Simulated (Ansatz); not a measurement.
# SrCaSeS: complex band structure, part 3 of 3

Wanted: the relaxed cell of SrCaSeS, its band edges and its decay constants. It is built by putting Se for part of the S in the SrCaS2 structure of space group P4/mmm, with the volume rescaled by atomic radii. The parent structure comes from the Materials Project.

Ansatz 0.2.0; PBE DFT, plane waves, PAW files (the session's first sound run).

So far, gap on the k-mesh (eV): 2.29 in steps 3, 4 and 7.

The structure was built from a prototype and need not be the compound's stable phase.

### Step 8. Complex bands at another level, cutoff 1170.09 eV

This step: PBE DFT, plane waves, norm-conserving files; complex bands by layer matching along the plane's normal (Ansatz 0.2.0).

The complex bands at that level, over its own gap, at (0, 0) and (0.5, 0).

The input, input.yaml:

```yaml
crystal:
  lattice:
    - [4.240694184, 0.0, 0.0]
    - [0.0, 6.062749476, 0.0]
    - [0.0, 0.0, 4.240694184]
  atoms:
    - { symbol: Sr, position: [0.0, 0.0, 0.0] }
    - { symbol: Ca, position: [0.5, 0.5, 0.5] }
    - { symbol: Se, position: [0.0, 0.5, 0.0] }
    - { symbol: S, position: [0.5, 0.0, 0.5] }
kpoints:
  mp_grid: { grid: [6, 4, 6] }
scf:
  occupations: { method: fixed }
hamiltonian:
  xc: pbe
  pseudopotentials: { kind: nc }
output:
  eigenvalues: true
  transmission:
    leads: [[0, 0]]
    kpoints: [[0.0, 0.0], [0.5, 0.0]]
    e_range: [-1.0, 3.29]
    de: 0.07
```

Run with:

```
ansatz run input.yaml --threads 2 --pin off --max-ram 4096MiB --backend cpu --events-out ev --progress --plain --runs-dir out
```

Numbers of over 12 decimals in the logs are rounded to 6 here.

The program printed:

```text
[...]
Crystal: 4 atoms, lattice volume = 109.029 Å³
Basis set: ecut = 1170.089609 eV, 9909 PW (Γ)
Bands: 26, of which v1, the nominal top of the filled ones, is band 21 counted from 1 (20 counted from 0)
Symmetry: 16 space group operations
[...]
k-points: 30 of 144
[...]
SCF iter   1: F=—  HF=-5593.991185 eV  |F-HF|=—  |Δ(HF+E_count)|=         —  Δρ=5.87e-2  dr2=6.66e0  ethr=3.10e-3  ⟨swp⟩=9.5  Hψ=4931  notcnv=0  defer=89
[...]
SCF iter   8: F=-5591.700169 eV  HF=-5591.700169 eV  |F-HF|=8.06e-9  |Δ(HF+E_count)|=   4.20e-7  Δρ=4.78e-6  dr2=1.58e-8  ethr=2.38e-10  ⟨swp⟩=19.6  Hψ=6248  notcnv=0
SCF 1 converged in 8 iterations: F = -5591.700169 eV  dr2 = 1.58e-8
transmission: 10 of 20 steps passed
transmission: 20 of 20 steps passed
SCF converged after 8 iterations
Free energy (F): -5591.700169 eV
[...]
Internal energy: -5591.700169 eV  (E = F + TS)
E sigma→0 (E₀):  -5591.700169 eV
Fermi energy:    6.352643 eV
[...]
--- Band table (eV; the first three rows and the last of 30) ---
  k-point 0: bands = [... 17 lower, 5.6913, 6.3344, 6.3344, 6.3526, 8.6414, 9.6387, 10.3756, 10.3760, ... 1 higher]
  k-point 1: bands = [... 17 lower, 5.5621, 5.6155, 6.0564, 6.1829, 9.2519, 10.2503, 10.3928, 10.5247, ... 1 higher]
  k-point 2: bands = [... 17 lower, 4.7632, 5.3431, 5.5919, 5.7573, 10.4688, 10.6333, 10.9214, 10.9268, ... 1 higher]
  k-point 29: bands = [... 17 lower, 4.9294, 4.9573, 5.1836, 5.1836, 10.5742, 10.5742, 11.3258, 11.3258, ... 1 higher]
--- Transmission ---
  basis      : 623 plane waves across, 10 finite elements along
  points     : 2, as listed
[...]
channels       : 0.000000e0 a spin
[...]
slowest decay  : 0.1992 /Å at (0.0000, 0.0000)
```

The job ended after 7.7 min (2 threads of Intel Xeon Platinum 8259CL at 2.50GHz (Skylake/Cascade Lake), shared host; peak memory 3 GiB).

Numbers from this step:

```yaml
decay_constant_at_the_filling_level_zone_centre: 0.1992 Å⁻¹
decay_constant_at_the_filling_level_slowest_listed_point: 0.1992 Å⁻¹
```

K parallel (0, 0); values up to 1.5 1/Å, a degenerate pair printed once or twice; energies at which all values exceed this have no row. The Im kz of the slowest decaying states by energy, zero at the highest filled level on the SCF mesh:

```csv
energy (eV),decay 1 (Å⁻¹),decay 2 (Å⁻¹),decay 3 (Å⁻¹),decay 4 (Å⁻¹)
-1.0000,0.0581,0.0672,0.761,0.879
-0.7200,0.739,0.854,1.07,1.24
-0.5100,0.106,0.232,0.723,0.836
-0.2300,0.169,0.354,0.700,0.810
-0.0200,0.197,0.405,0.682,0.789
0.2600,0.123,0.210,0.221,0.295
0.4700,0.155,0.232,0.263,0.396
0.7500,0.181,0.240,0.308,0.492
1.0300,0.196,0.241,0.337,0.505
1.2400,0.200,0.238,0.351,0.511
1.5200,0.196,0.229,0.363,0.514
1.7300,0.181,0.222,0.368,0.514
2.0100,0.139,0.212,0.369,0.495
2.2200,0.0729,0.203,0.367,0.476
2.5000,0.185,0.359,0.450,0.477
2.7800,0.158,0.347,0.416,0.438
2.9900,0.127,0.334,0.379,0.418
3.2700,0.0318,0.312,0.318,0.394
```

K parallel (0, 0). The Re kz of states that move upwards by energy, zero at the highest filled level on the SCF mesh:

```csv
energy (eV),channel 1 (Å⁻¹),channel 2 (Å⁻¹),channel 3 (Å⁻¹),channel 4 (Å⁻¹),channel 5 (Å⁻¹)
-1.00,-0.480,-0.307,-0.177,-,-
-0.79,-0.596,-0.513,-0.259,-0.246,-0.104
-0.58,-0.486,-0.392,-0.211,-,-
-0.37,-0.374,-0.285,-0.159,-,-
-0.16,-0.239,-0.169,-0.0963,-,-
-0.02,-0.0834,-0.0180,-0.0103,-,-
0.05,-,-,-,-,-
0.26,-,-,-,-,-
0.47,-,-,-,-,-
0.68,-,-,-,-,-
0.89,-,-,-,-,-
1.10,-,-,-,-,-
1.38,-,-,-,-,-
1.59,-,-,-,-,-
1.80,-,-,-,-,-
2.01,-,-,-,-,-
2.22,-,-,-,-,-
2.43,0.109,-,-,-,-
2.64,0.179,-,-,-,-
2.85,0.235,-,-,-,-
3.06,0.284,-,-,-,-
3.27,0.330,-,-,-,-
```

K parallel (0.5, 0); values up to 1.5 1/Å, a degenerate pair printed once or twice; energies at which all values exceed this have no row. The Im kz of the slowest decaying states by energy, zero at the highest filled level on the SCF mesh:

```csv
energy (eV),decay 1 (Å⁻¹),decay 2 (Å⁻¹),decay 3 (Å⁻¹),decay 4 (Å⁻¹)
-1.00,0.157,0.652,0.783,1.20
-0.79,0.149,0.264,0.704,0.785
-0.58,0.107,0.131,0.275,0.342
-0.37,0.165,0.217,0.255,0.333
-0.16,0.266,0.275,0.313,0.365
-0.02,0.301,0.303,0.338,0.378
0.05,0.314,0.314,0.349,0.382
0.26,0.338,0.344,0.373,0.390
0.47,0.349,0.368,0.390,0.390
0.68,0.350,0.384,0.387,0.403
0.89,0.343,0.372,0.402,0.411
1.10,0.330,0.354,0.414,0.416
1.38,0.302,0.322,0.419,0.426
1.59,0.273,0.290,0.419,0.433
1.80,0.235,0.248,0.416,0.438
2.01,0.182,0.192,0.412,0.442
2.22,0.0939,0.0990,0.406,0.444
2.43,0.398,0.444,0.508,0.670
2.64,0.389,0.443,0.503,0.656
2.85,0.377,0.441,0.497,0.640
3.06,0.364,0.437,0.489,0.624
3.27,0.349,0.432,0.480,0.606
```

At the listed wavevectors the last open channel is at -0.02 eV and the next at +2.29 eV on the grid. At +1.17 eV, the grid energy nearest the filling level (the middle of the gap on the SCF mesh), the slowest state at the listed wavevectors decays with κ = 0.199 Å⁻¹, its amplitude falling by e over 5.0 Å; the first such run, plane (100), gave 0.199 Å⁻¹.

### Step 9. Results

```yaml
band_gap: 2.29 eV
least_decay_constant_at_mid_gap_normal_to_100: 0.199 Å⁻¹
least_decay_constant_at_mid_gap_normal_to_001: 0.187 Å⁻¹
least_decay_constant_on_a_mesh_normal_to_100: 0.199 Å⁻¹
least_decay_constant_norm_conserving_files: 0.199 Å⁻¹
```

In words: With PBE, the slowest decay at the wavevectors tried is κ = 0.187 Å⁻¹, normal to (001). Through such a film the transmission near mid-gap falls as exp(−2κd), a factor of ten every 6.2 Å. The directions tried decay at nearly the same rate. A free electron under a barrier of half the gap would need a mass of 0.12 mₑ to decay at this rate. With norm-conserving files the gap goes from 2.29 to 2.29 eV and the decay constant, over the first 2 listed wavevectors, from 0.199 to 0.199 Å⁻¹. The compound is made up by substitution; its stability against other phases and against distortions of the cell's symmetry was not tested. A semilocal functional narrows gaps, so real decay constants are likely larger.

[Logs are printed without paths, hosts, clocks, repeated set-up lines and the standing remarks that a program may print on its own settings, such as how far it seeks lower states.]

[Hosts, paths, dates, database ids (printed as entryN), source tags and the programs' standing remarks are cut or masked in the printed files.]
